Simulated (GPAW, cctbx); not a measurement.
## Bonding in CdAgSF as X-rays see it

Question: by how much does bonding change the X-ray structure factors of CdAgSF, and what does a routine refinement make of it?

The cell comes from substitution in a known structure type and wasn't matched to any measured phase. All numbers below are calculated.

## Step 1: Find the equilibrium geometry

The density hangs on the geometry, so cell and atoms are relaxed first, with the symmetry held. The cutoff is set higher than for the density because stress converges slowly with plane waves.

Settings: GPAW 26.7.0, PBE, 900 eV, 4×4×2 k-points (along the axes of the calculation cell), Fermi–Dirac width 0.05 eV, BFGS to 0.03 eV/Å.

```text
cell
1.0
     4.050000000    0.000000000    0.000000000
     0.000000000    4.050000000    0.000000000
     0.000000000    0.000000000    9.062000000
Cd Ag S F
2 2 2 2
Direct
0.500000000 0.000000000 0.159500000
0.000000000 0.500000000 0.840500000
0.000000000 0.000000000 0.500000000
0.500000000 0.500000000 0.500000000
0.500000000 0.000000000 0.700300000
0.000000000 0.500000000 0.299700000
0.000000000 0.000000000 0.000000000
0.500000000 0.500000000 0.000000000
```

```console
$ OMP_NUM_THREADS=1 mpirun -n 4 gpaw python run.py > gpaw.log
```

```text
BFGS:    0      -25.663268        0.751982
BFGS:    1      -25.697572        0.706714
BFGS:    2      -25.901941        0.467810
BFGS:    3      -25.912880        0.323073
...
BFGS:   16      -25.981902        0.067505
BFGS:   17      -25.983469        0.059977
BFGS:   18      -25.984196        0.024348
cell  3.8868 3.8868 8.9820  90.00 90.00 90.00
volume 135.693 A^3, largest force 0.025 eV/A, largest stress 0.11 GPa
```

After 18 steps the volume has changed by -8.7 % and the energy by -0.321 eV; the largest stress left is 0.11 GPa. It took 15 min on 4 cores of Arm Neoverse N1 (shared host), peak memory 1.8 GiB.

Relaxed structure: P4/nmm (no. 129, origin choice 1), a = 3.8868 Å, b = 3.8868 Å, c = 8.9820 Å, α = 90.00°, β = 90.00°, γ = 90.00°.

```csv
atom,mult.,x,y,z
Cd1,2,1/2,0,0.1521
Ag1,2,0,0,1/2
S1,2,1/2,0,0.7113
F1,2,0,0,0
```

## Step 2: The all-electron density

X-rays see the whole electron density, so the PAW density is rebuilt with its core regions. Subtracting spherical free atoms from the same code cancels the cores and leaves the deformation density Δρ, the part due to bonding.

Settings: PBE, 550 eV, 5×5×2 k-points (along the axes of the calculation cell), Fermi–Dirac width 0.05 eV; primitive cell of 8 atoms.

```console
$ OMP_NUM_THREADS=1 mpirun -n 4 gpaw python run.py > gpaw.log
```

```text
|iter:   1|       0s |  -28.794331 | -0.36 |       |
|iter:   2|       2s |  -28.034481 | -1.84 | -1.19 |
|iter:   3|       5s |  -25.944441 | -0.96 | -1.24 |
...
|iter:   8|      16s |  -25.817795c| -5.76 | -3.40 |
|iter:   9|      18s |  -25.817798c| -6.56 | -3.94 |
|iter:  10|      21s |  -25.817798c| -7.81c| -4.48c|
```

```text
grid (48, 48, 98)  electrons 240.000  moved by bonding 1.727 e
deformation density beyond 0.5 A of the nuclei: max 0.166, min -0.107 e/A^3
atom        x       y       z   Voronoi charge  moment
Cd1    0.5000  0.0000  0.1521      0.476       0.00
Cd2    0.0000  0.5000  0.8479      0.476       0.00
Ag3    0.0000  0.0000  0.5000      0.106       0.00
Ag4    0.5000  0.5000  0.5000      0.106       0.00
S 5    0.5000  0.0000  0.7113     -0.340       0.00
S 6    0.0000  0.5000  0.2887     -0.340       0.00
F 7    0.0000  0.0000  0.0000     -0.243       0.00
F 8    0.5000  0.5000  0.0000     -0.243       0.00
mean inner potential of superposed free atoms 17.325 V
total magnetic moment 0.000 muB
```

Deformation density in a plane through the shortest contact of the Cd atom at the origin, in 0.01 e/Å³ (clipped at ±99); x from -1.6 to 4.0 Å, y from 2.4 down to -2.4 Å:

```text
  7   9   .   .   7   1   0   0   0   1   2   4   3   2   1   0
  6   9   .   .   7   1  -1  -1   0   0   1   2   2   1   0   0
  3   6  14  12   4  -1  -2  -2  -1  -1   0   0   0   0   0   1
  0   1   2   0  -4  -5  -5  -3  -2  -1   0   0   0  -1   0   1
 -1  -2  -5  -9  -7  -8  -9  -5  -2   2   4   5   4   0   0   1
 -1  -4  -8   3   .   4  -5  -7   0   8   6   .  12   3   0   0
 -1  -4  -6   9   .   .   4  -8   2  16   .   .   6   4   0  -1
 -1  -3  -6   3   .   9  -4  -6   1   9   6   .  13   3  -1  -1
 -1  -2  -4  -7  -4  -5  -7  -4  -1   4   5   7   4  -1  -3  -3
  0  -1  -3  -4  -4  -4  -3  -2  -2   0  -1  -2  -6  -8  -7  -5
  0   0  -1  -1  -1  -1  -1   0  -1  -2  -4  -9  -2   3  -6  -8
  0   0   0   0   0   0   0   0   0  -2  -5  -2   .   .   9  -8
  1   0   0   0   0  -1   0   0   0  -2  -5   0   .   .  12  -8
```

Atoms in or within 0.15 Å of the plane: Cd (3.2, -2.2), Cd (0.0, 0.0), F (2.4, 0.0), F (-0.8, 2.2) Å. Dots mark points within about 0.45 Å of a nucleus; large values next to them are atomic features.

S gains most (-0.34 e) and Cd loses most (+0.48 e), which isn't the order of electronegativity: valence and coordination count too, and Voronoi cells cut space at the midplane whatever the atoms' sizes. Such charges fall far short of formal ones, since overlapping free atoms already put density on their neighbours. Along the shortest contact from the Cd atom at the map's origin, Cd–F at 2.38 Å, Δρ is -0.03 e/Å³ at the midpoint and highest, +0.16, 1.76 Å from Cd (points within 0.5 Å of a nucleus left out): little sits at the middle, as in a polar contact, whose build-up shifts to the more electronegative atom. At the midpoints of other shortest contacts it is +0.03 (Ag–S, 2.72 Å), +0.02 (Ag–Ag, 2.75 Å), -0.01 (F–F, 2.75 Å) and +0.01 (Cd–S, 3.01 Å) e/Å³. Point values carry grid noise of about 0.01 e/Å³. The run needed 10 iterations, 36 s.

## Step 3: Structure factors

The Fourier components of Δρ, added to those of the free atoms, give the static X-ray structure factors; the Mott–Bethe relation turns them into the Fourier components V of the potential that fast electrons feel.

```text
static structure factors of the conventional cell: F in electrons, V (Mott-Bethe) in volts
   h  k  l      d  |F| table  |F| free   |F| DFT   change   |V| free  |V| DFT  change %
   0  0  1  8.9820    27.622    27.626    27.603   -0.023     1.800    1.863      3.5
   0  0  2  4.4910    49.102    48.980    49.050    0.070     1.835    1.788     -2.6
   1  0  1  3.5671    44.388    44.391    43.834   -0.557     1.264    1.504     18.9
   0  0  3  2.9940   128.416   128.332   127.419   -0.913     5.675    5.952      4.9
   1  0  2  2.9390    87.944    87.924    87.860   -0.064     5.112    5.131      0.4
   1  1  0  2.7484    10.711    10.919    10.640   -0.279     1.296    1.368      5.5
   1  1  1  2.6281   103.872   103.767   103.058   -0.709     4.654    4.819      3.6
   1  0  3  2.3719    36.957    36.960    37.003    0.043     2.469    2.460     -0.3
   1  1  2  2.3442   132.154   131.920   132.170    0.249     7.500    7.454     -0.6
   0  0  4  2.2455    39.659    39.539    39.858    0.319     2.704    2.649     -2.0
   1  1  3  2.0247     2.601     2.694     2.074   -0.620     0.309    0.395     27.8
   1  0  4  1.9443    60.948    60.905    60.939    0.033     3.309    3.305     -0.1
   2  0  0  1.9434   171.745   171.479   171.584    0.105     8.742    8.728     -0.2
   2  0  1  1.8994    21.552    21.589    21.116   -0.473     0.816    0.874      7.1
```

The largest X-ray change is -0.91 e on 003, 0.7 % of |F|. For electrons V goes as (Z − F)/g², and among components above 0.1 V the largest relative change is this: |V| of 113 moves by +27.8 % (0.31 to 0.40 V) against -23.0 % in |F|. The last three rows still change by up to 0.47 e; the table stops while the angles are still low. The tabulated Hartree–Fock atoms differ from the free DFT atoms by up to 0.27 e, so the choice of reference atom matters too.

## Step 4: What a spherical-atom refinement makes of it

Routine crystallography fits spherical atoms. To see the bias, intensities are simulated from tabulated atoms plus the DFT change ΔF, so that bonding alone can misfit (8740 reflections of the full sphere, merged to the counts below, to 0.4 Å, 1.5 % proportional noise plus counting noise, assumed isotropic U as listed, Δρ smeared by the mean U) and refined with cctbx over different ranges.

```csv
range,data,R1,GooF,U Cd1 (true 0.0059),U Ag1 (true 0.006),U S1 (true 0.0087),U F1 (true 0.0101),largest shift (Å),"Δρ max, min (e/Å³)"
all data,710,0.0045,0.97,0.0059,0.0060,0.0087,0.0101,0.0001,"0.47, -0.40"
"low resolution, d > 0.84",99,0.0034,1.14,0.0058,0.0059,0.0086,0.0099,0.0002,"0.14, -0.21"
"high order, d < 0.75",578,0.0052,0.96,0.0059,0.0060,0.0087,0.0101,0.0001,"0.52, -0.35"
"occupancies free, d > 0.7",155,0.0031,0.88,0.0059,0.0060,0.0087,0.0114,0.0000,"0.21, -0.21"
```

With all data GooF is 0.97, so at this noise the bonding hardly shows; the top residual peak lies 1.39 Å from F and 1.94 Å from Cd. No U is off by more than 3 s.u. at low resolution. With Cd1 held at 1 and the scale free, the other occupancies refine to Ag1 0.999(0.001), S1 0.997(0.003) and F1 1.028(0.005), on sites that are all full: they absorb part of the misfit, and only ratios to the fixed site mean anything.

## Step 5: Answer

Bonding moves 1.73 e in the primitive cell of CdAgSF and changes the structure factors of the conventional cell in the table above by at most 0.91 e (003, 0.7 %), and among reflections above 2 % of the strongest by up to 2.6 % (110). The shortest bond, Cd–F, has Δρ = -0.03 e/Å³ at its midpoint, low for a shared bond; with the charge transfer this is a polar contact. With all data GooF is 0.97, so at this noise the bonding hardly shows. Limits: static density, frozen cores, no spin–orbit coupling.

[Outputs are excerpts: Python notices, other lines and further rows are left out; steps that failed or that the build refused (PBEsol, TPSS) are not shown.]

[Logs are printed without paths, hosts, clocks, repeated set-up lines and the standing remarks that a program may print on its own settings, such as how far it seeks lower states.]
